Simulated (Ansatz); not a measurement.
# Tunnelling from Li(110) to Li(110): the current at the widest gap

Three vacuum gaps between Li(110) and Li(110) are known. What current density flows at 0.25 V across 6.5 Å?

Set-up. Ansatz 0.2.0, plane waves with PAW datasets, LDA; a slab with two metal leads whose outer parts are reservoirs, with density and current solved under bias (Landauer, 300 K). The gap is counted from plane to plane of nuclei, and atoms stay on ideal sites.

The runs, with one result withheld:

| gap (Å) | drop between the leads' cuts at 0.25 V (V) | current density at 0.25 V (A/m²) |
| --- | --- | --- |
| 3.5 | 0.0975 | 1.41×10¹⁴ |
| 4.5 | 0.179 | 7.40×10¹³ |
| 5.5 | 0.215 | 3.65×10¹³ |
| 6.5 | 0.234 | ? |

Worked fit:

Tunnelling falls as exp(−βd). From 3.5 to 4.5 Å, β = ln(1.41×10¹⁴/7.40×10¹³)/1 = 0.642 Å⁻¹, and from 4.5 to 5.5 Å it is 0.706 Å⁻¹; the slope still steepens as the gap leaves contact, so the wider pair is taken. Then 3.65×10¹³ × exp(−0.706 × 1). Predicted: 1.80×10¹³ A/m².

Check against the run:

1.52×10¹³ A/m², so the prediction is 19 % too high. The last step has β = 0.878 Å⁻¹, an apparent barrier ħ²β²/8m of 0.73 eV: the decay of this current is still steepening. The conductances at 0 V give β = 0.705 and 0.895 Å⁻¹ for the last two steps.

**Limits.** On every other k-point the currents of these runs, at any bias, move by up to 5.0 %. A semilocal functional lacks the image potential's tail.
